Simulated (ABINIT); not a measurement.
An input for ABINIT 10.8.3 (LiHF2 (C2/m)):

```
acell 3*1.0 Angstrom
rprim 
  2.547496000000 -1.534899000000 -0.000000000000
  2.547496000000 1.534899000000 -0.000000000000
  -2.526944000000 -0.000000000000 4.201520000000
ntypat 3
znucl 3 1 9
natom 4
typat 1 2 3 3
xred 
  0.000000000000 0.000000000000 0.000000000000
  0.000000000000 0.000000000000 0.500000000000
  0.209803000000 0.209803000000 0.750702000000
  0.790197000000 0.790197000000 0.249298000000
pp_dirpath "pseudos"
pseudos "Li.upf, H.upf, F.upf"
ecut 36
ngkpt 4 4 2
nshiftk 1
shiftk 0 0 0
kptopt 1
chksymbreak 0
istwfk *1
occopt 1
irdwfk 1
optdriver 4
nband 30
gwcalctyp 10
ecutsigx 36
symsigma 1
nkptgw 14
kptgw 
  0.0000000000 0.0000000000 0.0000000000
  0.2500000000 0.0000000000 0.0000000000
  0.5000000000 0.0000000000 0.0000000000
  0.2500000000 0.2500000000 0.0000000000
  0.5000000000 0.2500000000 0.0000000000
  -0.2500000000 0.2500000000 0.0000000000
  0.5000000000 0.5000000000 0.0000000000
  0.0000000000 0.0000000000 0.5000000000
  0.2500000000 0.0000000000 0.5000000000
  0.5000000000 0.0000000000 0.5000000000
  0.2500000000 0.2500000000 0.5000000000
  0.5000000000 0.2500000000 0.5000000000
  -0.2500000000 0.2500000000 0.5000000000
  0.5000000000 0.5000000000 0.5000000000
bdgw 
  1 13
  1 13
  1 13
  1 13
  1 13
  1 13
  1 13
  1 13
  1 13
  1 13
  1 13
  1 13
  1 13
  1 13
ecuteps 3.9
irdscr 1
ppmodel 1
indata_prefix "in"
outdata_prefix "out"
tmpdata_prefix "tmp"
```

```sh
OMP_NUM_THREADS=1 mpirun -n 4 abinit run.abi > log
```

Question: Estimate wall time and host memory on 4 MPI ranks of Intel Xeon Platinum 8259CL at 2.50GHz (Skylake/Cascade Lake), shared host.

It took 32 s; on shared hardware allow 16 s to 65 s. Peak host memory was 0.95 GiB.

[Paths, hosts, dates, memory and timing lines, banners, echoed tables and standing remarks are left out of the program output.]

[Logs are printed without paths, hosts, clocks, repeated set-up lines and the standing remarks that a program may print on its own settings, such as how far it seeks lower states.]

[Runs of the session that timed out or met a known fault of the program may be left out.]

[Hosts, paths, dates, database ids (printed as entryN), source tags and the programs' standing remarks are cut or masked in the printed files.]

[G0W0 gaps are taken among the corrected bands and points alone; a level outside them can change the order at an edge.]

[Where Ansatz stands beside ABINIT at settings called matched, ABINIT's density can come from a denser mesh and the files from another edition; pairs whose starting gaps differed by over 0.03 eV were left out, so agreement reads better than it is.]
